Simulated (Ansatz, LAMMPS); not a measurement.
# Squeezing and shearing glassy 65SnO2-35SiO2 (mol %) (60 atoms)

Aim: relax glassy 65SnO2-35SiO2 (mol %) (60 atoms), then change its volume and shape to read moduli from the stress.

Main program and level: Ansatz 0.2.0; Kohn-Sham DFT, PBE, PAW (set soft_2), plane waves.

## Step 1: The starting structure

The cell holds 60 atoms: 13 Sn, 7 Si and 40 O. Cell: a = 9.248 Å, b = 9.248 Å, c = 9.248 Å, α = 90.0°, β = 90.0°, γ = 90.0°. 60 atoms (13 Sn, 7 Si, 40 O) placed at random at 4.63 g/cm³, melted at 4000 K for 10 ps at fixed volume with the Morse and Coulomb pair potential with partial charges (Pedone, Malavasi, Menziani, Cormack and Segre, J. Phys. Chem. B 110, 11780 (2006)). Quenched from 4000 K to 300 K at 10 K/ps and fixed volume, held 10 ps at zero pressure, then minimised at fixed cell.

Limits known from the start: The quench rate of 10 K/ps is many orders above laboratory rates, so the cell is likely richer in defects and strain than a real sample. The network of bonds at the start is that of the classical potential that made the cell, and needn't be the one that DFT or experiment would give. Only the Γ point is sampled.

## Step 2: Single point at the start

A single point comes first, to see the forces before anything moves.

input.yaml

```yaml
crystal:
  lattice:
    - [9.24821, 0.0, 0.0]
    - [0.0, 9.24821, 0.0]
    - [0.0, 0.0, 9.24821]
  atoms:
    - { symbol: Sn, position: [0.41165, 0.88224, 0.46254] }
    - { symbol: Sn, position: [0.03209, 0.7673, 0.37515] }
    - { symbol: Sn, position: [0.33267, 0.3088, 0.97586] }
    - { symbol: Sn, position: [0.00142, 0.40826, 0.13609] }
    - { symbol: Sn, position: [0.65901, 0.83528, 0.82401] }
    - { symbol: Sn, position: [0.62352, 0.48151, 0.95608] }
    - { symbol: Sn, position: [0.9365, 0.28352, 0.83204] }
    - { symbol: Sn, position: [0.32302, 0.65153, 0.18338] }
    - { symbol: Sn, position: [0.68949, 0.78515, 0.21582] }
    - { symbol: Sn, position: [0.32931, 0.92865, 0.88038] }
    - { symbol: Sn, position: [0.2799, 0.1641, 0.61589] }
    - { symbol: Sn, position: [0.56571, 0.10379, 0.12988] }
    - { symbol: Sn, position: [0.95618, 0.94835, 0.05312] }
    - { symbol: Si, position: [0.6776, 0.6253, 0.53523] }
    - { symbol: Si, position: [0.40436, 0.6164, 0.70494] }
    - { symbol: Si, position: [0.1088, 0.49299, 0.59953] }
    - { symbol: Si, position: [0.71857, 0.32557, 0.37867] }
    - { symbol: Si, position: [0.6575, 0.14135, 0.62673] }
    - { symbol: Si, position: [0.00473, 0.94424, 0.72525] }
    - { symbol: Si, position: [0.2065, 0.12, 0.25614] }
    - { symbol: O, position: [0.28008, 0.08064, 0.40852] }
    - { symbol: O, position: [0.33587, 0.13884, 0.1307] }
    - { symbol: O, position: [0.52391, 0.65617, 0.25393] }
    - { symbol: O, position: [0.04243, 0.58224, 0.4729] }
    - { symbol: O, position: [0.75109, 0.18896, 0.48522] }
    - { symbol: O, position: [0.04149, 0.11523, 0.70063] }
    - { symbol: O, position: [0.91197, 0.77809, 0.1913] }
    - { symbol: O, position: [0.67738, 0.46346, 0.4831] }
    - { symbol: O, position: [0.53535, 0.93994, 0.29783] }
    - { symbol: O, position: [0.30452, 0.15245, 0.83521] }
    - { symbol: O, position: [0.6328, 0.96454, 0.64241] }
    - { symbol: O, position: [0.00961, 0.87074, 0.57142] }
    - { symbol: O, position: [0.67191, 0.6956, 0.00325] }
    - { symbol: O, position: [0.83288, 0.42648, 0.97935] }
    - { symbol: O, position: [0.25554, 0.77102, 0.36519] }
    - { symbol: O, position: [0.71509, 0.66389, 0.69803] }
    - { symbol: O, position: [0.86108, 0.91028, 0.83217] }
    - { symbol: O, position: [0.59675, 0.25997, 0.27552] }
    - { symbol: O, position: [0.11306, 0.90444, 0.86533] }
    - { symbol: O, position: [0.44433, 0.7504, 0.80872] }
    - { symbol: O, position: [0.48486, 0.48434, 0.7792] }
    - { symbol: O, position: [0.74856, 0.20767, 0.75572] }
    - { symbol: O, position: [0.48887, 0.6801, 0.55411] }
    - { symbol: O, position: [0.12936, 0.3687, 0.95254] }
    - { symbol: O, position: [0.95975, 0.15088, 0.99773] }
    - { symbol: O, position: [0.20837, 0.35385, 0.56764] }
    - { symbol: O, position: [0.53612, 0.9791, 0.94157] }
    - { symbol: O, position: [0.3974, 0.49861, 0.05009] }
    - { symbol: O, position: [0.7494, 0.98363, 0.12747] }
    - { symbol: O, position: [0.55152, 0.2792, 0.99296] }
    - { symbol: O, position: [0.09028, 0.99429, 0.2224] }
    - { symbol: O, position: [0.23778, 0.5963, 0.67985] }
    - { symbol: O, position: [0.75138, 0.73007, 0.42097] }
    - { symbol: O, position: [0.98213, 0.43636, 0.69728] }
    - { symbol: O, position: [0.49479, 0.19343, 0.60225] }
    - { symbol: O, position: [0.31924, 0.94414, 0.64724] }
    - { symbol: O, position: [0.13162, 0.27117, 0.242] }
    - { symbol: O, position: [0.12613, 0.57564, 0.17968] }
    - { symbol: O, position: [0.84416, 0.38192, 0.27631] }
    - { symbol: O, position: [0.31147, 0.82389, 0.06547] }
kpoints:
  mp_grid: { grid: [1, 1, 1] }
hamiltonian:
  xc: pbe
scf:
  occupations: { method: fixed }
output:
  forces: true
```

The run is started by

```console
> ansatz run input.yaml --threads 4 --pin off --max-ram 8192MiB --backend cpu --events-out ev --progress --plain --runs-dir out
```

Numbers of over 12 decimals in the logs are rounded to 6 here.

What it wrote:

```text
Engine: ansatz 0.2.0, aarch64-unknown-linux-gnu
Pseudopotentials: kind: paw
Pseudopotential: Sn, paw, valence charge 14, recommended cutoff 420 eV (normal), Sn.paw.azcp
Pseudopotential: Si, paw, valence charge 4, recommended cutoff 420 eV (normal), Si.paw.azcp
Pseudopotential: O, paw, valence charge 6, recommended cutoff 420 eV (normal), O.paw.azcp
[... 5 lines on functional and potentials left out ...]
Crystal: 60 atoms, lattice volume = 790.994 Å³
Basis set: ecut = 420 eV, 15515 PW (Γ), exchange–correlation on 128×128×128 points (8 copies of the dense FFT grid, shifted against one another)
Bands: 285, of which v1, the nominal top of the filled ones, is band 225 counted from 1 (224 counted from 0)
Symmetry: 1 space group operations
Space group: P1 (ITA 1), of the structure as read, at distance tolerance 9.2e-5 Å
k-points: 1
[... 7 lines on functional and potentials left out ...]
Initial density: superposition of atomic densities (neutral atoms: chi_scale 0, normalization atom), corrected by the library's trained network
Initial wavefunctions: pseudopotential atomic-orbital guess
Functional: x = pbe(κ = 0.804, μ = 0.219515), c = pbe(β = 0.066725)
SCF iter   1: F=—  HF=-105469.460581 eV  |F-HF|=—  |Δ(HF+E_count)|=         —  Δρ=3.89e-3  dr2=1.22e-1  ethr=1.77e-3  ⟨swp⟩=4.0  Hψ=949  notcnv=0  defer=58
preconditioner: auto → Resta (q_TF=auto, 2.484 Å⁻¹)  ε∞=3.3  [insulator: Δε(μ)=0.773 eV  Ē_g=18.421 eV  n_scr=202 (ndim 8)  ℏωp=28.0 eV  f_vac=0.121  ε∞_Penn≈3.3]
SCF iter   2: F=—  HF=-105469.452941 eV  |F-HF|=—  |Δ(HF+E_count)|=   7.64e-3  Δρ=2.00e-3  dr2=2.53e-2  ethr=2.71e-5  ⟨swp⟩=2.0  Hψ=416  notcnv=0  defer=58
SCF iter   3: F=—  HF=-105469.451437 eV  |F-HF|=—  |Δ(HF+E_count)|=   1.50e-3  Δρ=8.54e-4  dr2=7.03e-3  ethr=5.63e-6  ⟨swp⟩=2.0  Hψ=353  notcnv=0  defer=58
SCF iter   4: F=—  HF=-105469.450820 eV  |F-HF|=—  |Δ(HF+E_count)|=   6.17e-4  Δρ=2.89e-4  dr2=7.06e-4  ethr=1.56e-6  ⟨swp⟩=2.0  Hψ=353  notcnv=0  defer=58
SCF iter   5: F=—  HF=-105469.450827 eV  |F-HF|=—  |Δ(HF+E_count)|=   6.24e-6  Δρ=1.39e-4  dr2=1.55e-4  ethr=1.57e-7  ⟨swp⟩=2.0  Hψ=353  notcnv=0  defer=57
SCF iter   6: F=—  HF=-105469.450888 eV  |F-HF|=—  |Δ(HF+E_count)|=   6.10e-5  Δρ=6.00e-5  dr2=2.70e-5  ethr=3.45e-8  ⟨swp⟩=2.0  Hψ=386  notcnv=0  defer=55
SCF iter   7: F=—  HF=-105469.452591 eV  |F-HF|=—  |Δ(HF+E_count)|=   1.70e-3  Δρ=2.57e-5  dr2=4.92e-6  ethr=5.99e-9  ⟨swp⟩=2.0  Hψ=455  notcnv=0  defer=55
SCF iter   8: F=—  HF=-105469.452593 eV  |F-HF|=—  |Δ(HF+E_count)|=   2.07e-6  Δρ=1.04e-5  dr2=9.15e-7  ethr=1.09e-9  ⟨swp⟩=2.0  Hψ=386  notcnv=0  defer=55
SCF iter   9: F=—  HF=-105469.452594 eV  |F-HF|=—  |Δ(HF+E_count)|=   5.12e-7  Δρ=4.51e-6  dr2=1.63e-7  ethr=2.03e-10  ⟨swp⟩=2.0  Hψ=390  notcnv=0  defer=55
SCF iter  10: F=-105469.452594 eV  HF=-105469.452594 eV  |F-HF|=8.93e-9  |Δ(HF+E_count)|=   6.80e-8  Δρ=1.98e-6  dr2=3.06e-8  ethr=2.22e-11  ⟨swp⟩=4.0  Hψ=858  notcnv=0
SCF 1 converged in 10 iterations: F = -105469.452594 eV  dr2 = 3.06e-8
  greatest PAW one-centre occupation: 0.996 electrons in one spin orbital (limit 2), on the Sn atom at site 2 (counted from 0), in its partial waves of l = 2
SCF converged after 10 iterations
Free energy (F): -105469.452594 eV
Harris-Foulkes:  -105469.452594 eV  (|F-HF|=8.93e-9)
Internal energy: -105469.452594 eV  (E = F + TS)
E sigma→0 (E₀):  -105469.452594 eV
Fermi energy:    6.665214 eV
--- Per-component energies (eV) ---
  E_band       = -2016.809753
  E_kinetic    = 9843.986081
  E_local      = -34215.226527  (includes V_loc(G=0)·N_el)
  E_nonlocal   = 1720.029309
  E_hartree    = 16133.996220
  E_xc         = -8278.033991
  E_vxc        = -5312.872682  (∫ρ·V_xc dr)
  E_paw        = -63856.566629  (= ΣΔE_a)
  E_vpaw       = -6320.814145  (= ΣTr[D̂ρ^β])
  E_aug_tail   = 0.099733  (compensation charges beyond the density's cutoff)
  E_ewald      = -26817.736789
  E_smearing   = -0.000000  (= −TS)
  E_closure    = 0.000000  (closes the sum)
  Σ components = -105469.452594   (vs F -105469.452594, Δ=0.00e0)
--- Forces (eV/Å), atoms counted from 1 ---
  atom   1  Sn     0.76977111     0.47321455     0.51430779
  atom   2  Sn     0.46748140     0.40293311     0.98826703
  atom   3  Sn    -0.66670520     0.04562760     0.47515756
  atom   4  Sn     0.52654238    -1.14480886     0.48115491
  atom   5  Sn    -0.48483167     0.05468703    -1.31712480
  atom   6  Sn    -0.86978018     0.67333247    -0.00146098
  atom   7  Sn     0.27723606    -1.39436806    -1.18094373
  atom   8  Sn     0.42832023     0.49535566    -0.76837912
  atom   9  Sn    -1.49046063    -0.03161396     0.43875284
  atom  10  Sn     0.10676356    -0.37118802     0.33237292
  atom  11  Sn    -0.02369477     0.28115813     0.17700880
  atom  12  Sn    -0.07362308     0.31382265     0.98306288
  atom  13  Sn     0.82279421     1.00714842    -0.96667126
  atom  14  Si    -1.73712518     0.54894854     0.33723936
[...]
atom  59  O      1.17427149     0.78768332    -0.48618867
  atom  60  O     -0.45749184     0.69671746    -0.00664978
  max |Σ_I F_I| component: 2.78e-5 eV/Å
```

The job ended after 4.8 s (4 threads of Arm Neoverse V2, shared host; peak memory 0.92 GiB; 18 s of CPU time).

In the SCF lines HF is the Harris–Foulkes energy and dr2 the Hartree energy of the density residual, in eV; the loop may stop once dr2 is under the threshold and the program's other checks hold. Hψ counts applications of the Hamiltonian.

The r.m.s. force at the start is 0.74 eV/Å.

## Step 3: Cell and atoms relaxed

Cell and atoms are freed together, to release stress as well as forces.

input.yaml

```yaml
crystal:
  lattice:
    - [9.24821, 0.0, 0.0]
    - [0.0, 9.24821, 0.0]
    - [0.0, 0.0, 9.24821]
  atoms:
    [... the 60 atom lines of step 2 ...]
kpoints:
  mp_grid: { grid: [1, 1, 1] }
hamiltonian:
  xc: pbe
scf:
  occupations: { method: fixed }
output:
  forces: true
relax:
  f_tol: 0.05
  max_steps: 150
  cell: {}
```

What it wrote:

```text
[...]
Crystal: 60 atoms, lattice volume = 790.994 Å³
Basis set: ecut = 420 eV, 15515 PW (Γ), exchange–correlation on 128×128×128 points (8 copies of the dense FFT grid, shifted against one another)
Bands: 285, of which v1, the nominal top of the filled ones, is band 225 counted from 1 (224 counted from 0)
Symmetry: 1 space group operations
[...]
k-points: 1
[...]
SCF iter   1: F=—  HF=-105469.460582 eV  |F-HF|=—  |Δ(HF+E_count)|=         —  Δρ=3.89e-3  dr2=1.22e-1  ethr=1.77e-3  ⟨swp⟩=4.0  Hψ=949  notcnv=0  defer=58
[...]
SCF iter   9: F=—  HF=-105469.452594 eV  |F-HF|=—  |Δ(HF+E_count)|=   5.13e-7  Δρ=4.51e-6  dr2=1.63e-7  ethr=2.03e-10  ⟨swp⟩=2.0  Hψ=390  notcnv=0  defer=55
SCF iter  10: F=-105469.452594 eV  HF=-105469.452594 eV  |F-HF|=8.93e-9  |Δ(HF+E_count)|=   6.79e-8  Δρ=1.98e-6  dr2=3.06e-8  ethr=2.22e-11  ⟨swp⟩=4.0  Hψ=858  notcnv=0
SCF 1 converged in 10 iterations: F = -105469.452594 eV  dr2 = 3.06e-8
[...]
relax step   1: F+E_penalty+E_count = -105469.45259394 eV  Δ(F+E_penalty+E_count) = +0.000e0 eV  max|allowed force component| = 2.048e0 eV/Å  Δτ_max = 0.0000 Å  P = +5.461 GPa  Ω = 790.994 Å³  (10 SCF iters, dr2 threshold 1.00e-7 eV, accepted)
[... from here on, the SCF cycles and remarks between the steps are left out ...]
relax step   2: F+E_penalty+E_count = -105471.23901862 eV  Δ(F+E_penalty+E_count) = -1.786e0 eV  max|allowed force component| = 1.352e0 eV/Å  Δτ_max = 0.1883 Å  P = +2.180 GPa  Ω = 796.415 Å³  energy of the carried Pulay correction = -2.295e-2 eV  (9 SCF iters, dr2 threshold 6.00e-6 eV, accepted)
relax step   3: F+E_penalty+E_count = -105471.69969592 eV  Δ(F+E_penalty+E_count) = -4.607e-1 eV  max|allowed force component| = 7.587e-1 eV/Å  Δτ_max = 0.0911 Å  P = -0.035 GPa  Ω = 799.843 Å³  energy of the carried Pulay correction = -3.738e-2 eV  (8 SCF iters, dr2 threshold 6.00e-6 eV, accepted)
relax step   4: F+E_penalty+E_count = -105471.90139427 eV  Δ(F+E_penalty+E_count) = -2.017e-1 eV  max|allowed force component| = 1.111e0 eV/Å  Δτ_max = 0.2000 Å  P = +0.521 GPa  Ω = 788.749 Å³  energy of the carried Pulay correction = +9.546e-3 eV  (9 SCF iters, dr2 threshold 6.00e-6 eV, accepted)
relax step   5: F+E_penalty+E_count = -105472.07387937 eV  Δ(F+E_penalty+E_count) = -1.725e-1 eV  max|allowed force component| = 3.976e-1 eV/Å  Δτ_max = 0.2000 Å  P = -0.237 GPa  Ω = 796.252 Å³  energy of the carried Pulay correction = -2.226e-2 eV  (9 SCF iters, dr2 threshold 6.00e-6 eV, accepted)
relax step   6: F+E_penalty+E_count = -105472.21505054 eV  Δ(F+E_penalty+E_count) = -1.412e-1 eV  max|allowed force component| = 3.670e-1 eV/Å  Δτ_max = 0.2000 Å  P = +0.097 GPa  Ω = 794.936 Å³  energy of the carried Pulay correction = -1.670e-2 eV  (8 SCF iters, dr2 threshold 6.00e-6 eV, accepted)
relax step   7: F+E_penalty+E_count = -105472.28730926 eV  Δ(F+E_penalty+E_count) = -7.226e-2 eV  max|allowed force component| = 1.230e-1 eV/Å  Δτ_max = 0.2000 Å  P = -0.042 GPa  Ω = 796.930 Å³  energy of the carried Pulay correction = -2.512e-2 eV  (8 SCF iters, dr2 threshold 6.00e-6 eV, accepted)
relax step   8: F+E_penalty+E_count = -105472.31665781 eV  Δ(F+E_penalty+E_count) = -2.935e-2 eV  max|allowed force component| = 2.976e-1 eV/Å  Δτ_max = 0.1971 Å  P = -0.269 GPa  Ω = 797.715 Å³  energy of the carried Pulay correction = -2.843e-2 eV  (10 SCF iters, dr2 threshold 9.46e-7 eV, accepted)
relax step   9: F+E_penalty+E_count = -105472.33166193 eV  Δ(F+E_penalty+E_count) = -1.500e-2 eV  max|allowed force component| = 8.005e-1 eV/Å  Δτ_max = 0.1933 Å  P = -0.134 GPa  Ω = 796.113 Å³  energy of the carried Pulay correction = -2.168e-2 eV  (8 SCF iters, dr2 threshold 5.53e-6 eV, accepted)
relax step  10: F+E_penalty+E_count = -105472.44982211 eV  Δ(F+E_penalty+E_count) = -1.182e-1 eV  max|allowed force component| = 3.541e-1 eV/Å  Δτ_max = 0.2000 Å  P = -0.125 GPa  Ω = 799.158 Å³  energy of the carried Pulay correction = -3.450e-2 eV  (8 SCF iters, dr2 threshold 6.00e-6 eV, accepted)
relax step  11: F+E_penalty+E_count = -105472.47780281 eV  Δ(F+E_penalty+E_count) = -2.798e-2 eV  max|allowed force component| = 1.809e-1 eV/Å  Δτ_max = 0.1524 Å  P = -0.020 GPa  Ω = 799.594 Å³  energy of the carried Pulay correction = -3.633e-2 eV  (8 SCF iters, dr2 threshold 6.00e-6 eV, accepted)
relax step  12: F+E_penalty+E_count = -105472.48507746 eV  Δ(F+E_penalty+E_count) = -7.275e-3 eV  max|allowed force component| = 6.112e-2 eV/Å  Δτ_max = 0.0270 Å  P = -0.000 GPa  Ω = 799.535 Å³  energy of the carried Pulay correction = -3.609e-2 eV  (7 SCF iters, dr2 threshold 2.05e-6 eV, accepted)
relax step  13: F+E_penalty+E_count = -105472.48579117 eV  Δ(F+E_penalty+E_count) = -7.137e-4 eV  max|allowed force component| = 2.866e-2 eV/Å  Δτ_max = 0.0076 Å  P = -0.000 GPa  Ω = 799.631 Å³  energy of the carried Pulay correction = -3.649e-2 eV  (7 SCF iters, dr2 threshold 2.33e-7 eV, accepted)
relax step  14: F+E_penalty+E_count = -105472.58471408 eV  Δ(F+E_penalty+E_count) = -9.892e-2 eV  max|allowed force component| = 2.694e-2 eV/Å  Δτ_max = 0.0000 Å  P = +0.185 GPa  Ω = 799.631 Å³  stress off target by 6.72e-1 GPa  SCF on the basis re-selected at this cell (its energy is not comparable with the rows above)  (8 SCF iters)
relax step  15: F+E_penalty+E_count = -105472.59027732 eV  Δ(F+E_penalty+E_count) = -5.563e-3 eV  max|allowed force component| = 4.883e-2 eV/Å  Δτ_max = 0.0652 Å  P = +0.031 GPa  Ω = 801.369 Å³  energy of the carried Pulay correction = -8.109e-3 eV  (8 SCF iters, dr2 threshold 1.13e-6 eV, accepted)
relax step  16: F+E_penalty+E_count = -105472.59429765 eV  Δ(F+E_penalty+E_count) = -4.020e-3 eV  max|allowed force component| = 6.415e-2 eV/Å  Δτ_max = 0.1092 Å  P = +0.019 GPa  Ω = 801.604 Å³  energy of the carried Pulay correction = -9.181e-3 eV  (10 SCF iters, dr2 threshold 2.27e-8 eV, accepted)
relax step  17: F+E_penalty+E_count = -105472.61564529 eV  Δ(F+E_penalty+E_count) = -2.135e-2 eV  max|allowed force component| = 3.255e-1 eV/Å  Δτ_max = 0.1912 Å  P = -0.070 GPa  Ω = 802.065 Å³  energy of the carried Pulay correction = -1.142e-2 eV  (10 SCF iters, dr2 threshold 2.57e-7 eV, accepted)
relax step  18: F+E_penalty+E_count = -105472.69044501 eV  Δ(F+E_penalty+E_count) = -7.480e-2 eV  max|allowed force component| = 2.428e-1 eV/Å  Δτ_max = 0.2000 Å  P = -0.015 GPa  Ω = 802.394 Å³  energy of the carried Pulay correction = -1.325e-2 eV  (9 SCF iters, dr2 threshold 6.00e-6 eV, accepted)
relax step  19: F+E_penalty+E_count = -105472.08292421 eV  Δ(F+E_penalty+E_count) = +6.075e-1 eV  max|allowed force component| = 4.962e0 eV/Å  Δτ_max = 0.1964 Å  P = +0.508 GPa  Ω = 802.529 Å³  energy of the carried Pulay correction = -1.415e-2 eV  (8 SCF iters, dr2 threshold 3.68e-6 eV, rejected (line search))
relax step  20: F+E_penalty+E_count = -105472.73071436 eV  Δ(F+E_penalty+E_count) = -4.027e-2 eV  max|allowed force component| = 1.225e-1 eV/Å  Δτ_max = 0.0982 Å  P = +0.063 GPa  Ω = 802.024 Å³  energy of the carried Pulay correction = -1.167e-2 eV  (13 SCF iters, accepted)
relax step  21: F+E_penalty+E_count = -105472.74668540 eV  Δ(F+E_penalty+E_count) = -1.597e-2 eV  max|allowed force component| = 9.956e-2 eV/Å  Δτ_max = 0.1000 Å  P = -0.059 GPa  Ω = 803.016 Å³  energy of the carried Pulay correction = -1.614e-2 eV  (9 SCF iters, dr2 threshold 9.38e-7 eV, accepted)
relax step  22: F+E_penalty+E_count = -105472.75055566 eV  Δ(F+E_penalty+E_count) = -3.870e-3 eV  max|allowed force component| = 1.034e-1 eV/Å  Δτ_max = 0.1323 Å  P = -0.002 GPa  Ω = 802.805 Å³  energy of the carried Pulay correction = -1.558e-2 eV  (9 SCF iters, dr2 threshold 6.19e-7 eV, accepted)
relax step  23: F+E_penalty+E_count = -105472.75704358 eV  Δ(F+E_penalty+E_count) = -6.488e-3 eV  max|allowed force component| = 6.678e-2 eV/Å  Δτ_max = 0.0538 Å  P = -0.003 GPa  Ω = 803.043 Å³  energy of the carried Pulay correction = -1.657e-2 eV  (8 SCF iters, dr2 threshold 6.69e-7 eV, accepted)
relax step  24: F+E_penalty+E_count = -105472.76054060 eV  Δ(F+E_penalty+E_count) = -3.497e-3 eV  max|allowed force component| = 2.566e-2 eV/Å  Δτ_max = 0.0178 Å  P = +0.010 GPa  Ω = 802.757 Å³  energy of the carried Pulay correction = -1.531e-2 eV  (7 SCF iters, dr2 threshold 2.79e-7 eV, accepted)
relax step  25: F+E_penalty+E_count = -105472.77905833 eV  Δ(F+E_penalty+E_count) = -1.852e-2 eV  max|allowed force component| = 2.488e-2 eV/Å  Δτ_max = 0.0000 Å  P = +0.026 GPa  Ω = 802.757 Å³  stress off target by 1.84e-1 GPa  SCF on the basis re-selected at this cell (its energy is not comparable with the rows above)  (8 SCF iters)
relax step  26: F+E_penalty+E_count = -105472.77873724 eV  Δ(F+E_penalty+E_count) = +3.211e-4 eV  max|allowed force component| = 1.667e-2 eV/Å  Δτ_max = 0.0135 Å  P = -0.003 GPa  Ω = 803.019 Å³  energy of the carried Pulay correction = -1.308e-3 eV  (8 SCF iters, dr2 threshold 8.43e-8 eV, accepted)
relax step  27: F+E_penalty+E_count = -105472.78069518 eV  Δ(F+E_penalty+E_count) = -1.958e-3 eV  max|allowed force component| = 1.662e-2 eV/Å  Δτ_max = 0.0000 Å  P = -0.002 GPa  Ω = 803.019 Å³  stress off target by 2.01e-2 GPa  SCF on the basis re-selected at this cell (its energy is not comparable with the rows above)  (6 SCF iters)
[...]
SCF converged after 6 iterations
Free energy (F): -105472.780695 eV
[...]
Internal energy: -105472.780695 eV  (E = F + TS)
E sigma→0 (E₀):  -105472.780695 eV
Fermi energy:    5.941315 eV
[...]
Σ components = -105472.780695   (vs F -105472.780695, Δ=0.00e0)
--- Forces (eV/Å), atoms counted from 1 ---
  atom   1  Sn    -0.00308931    -0.00464781     0.00175974
  atom   2  Sn     0.00212117     0.00291783    -0.00842463
  atom   3  Sn     0.00395025    -0.00958384     0.00039613
  atom   4  Sn     0.00027416    -0.00875719     0.01662277
[...]
atom  60  O      0.00559861    -0.00806821     0.00645709
  max |Σ_I F_I| component: 1.12e-5 eV/Å
--- Stress (GPa, compression-positive) ---
        0.004298       0.001661      -0.002856
        0.001662      -0.016132       0.009798
       -0.002856       0.009797       0.006070
  P = ⅓ Tr σ = -0.0019 GPa (-0.019 kbar)
--- Relaxed structure (24 steps of the walk, 23 accepted, 3 SCFs on fresh bases) ---
  F+E_penalty+E_count = -105472.78069518 eV   max|allowed force component| = 1.662e-2 eV/Å   (the final SCF, on the basis selected at the relaxed cell)
  cell:  # Å, volume = 803.0187 Å³
    - [9.121450, -0.033156, 0.032017]
    - [-0.033156, 9.651477, -0.370889]
    - [0.032017, -0.370889, 9.136007]
  atoms:
    - { symbol: Sn, position: [0.410782, 0.890621, 0.477880] }
    - { symbol: Sn, position: [0.021001, 0.729204, 0.387050] }
    - { symbol: Sn, position: [0.312378, 0.301163, 1.020542] }
    - { symbol: Sn, position: [-0.00524039, 0.401989, 0.156446] }
[...]
- { symbol: O, position: [0.278982, 0.824123, 0.063450] }
```

Wall time 2.2 min (4 threads); peak memory 0.96 GiB; 8.1 min of CPU time.

The relaxation converged after 24 steps, with a largest force component of 0.017 eV/Å.

[end of part 1 of 3]

[Logs are printed without paths, hosts, clocks, repeated set-up lines and the standing remarks that a program may print on its own settings, such as how far it seeks lower states.]

[Hosts, paths, dates, database ids (printed as entryN), source tags and the programs' standing remarks are cut or masked in the printed files.]
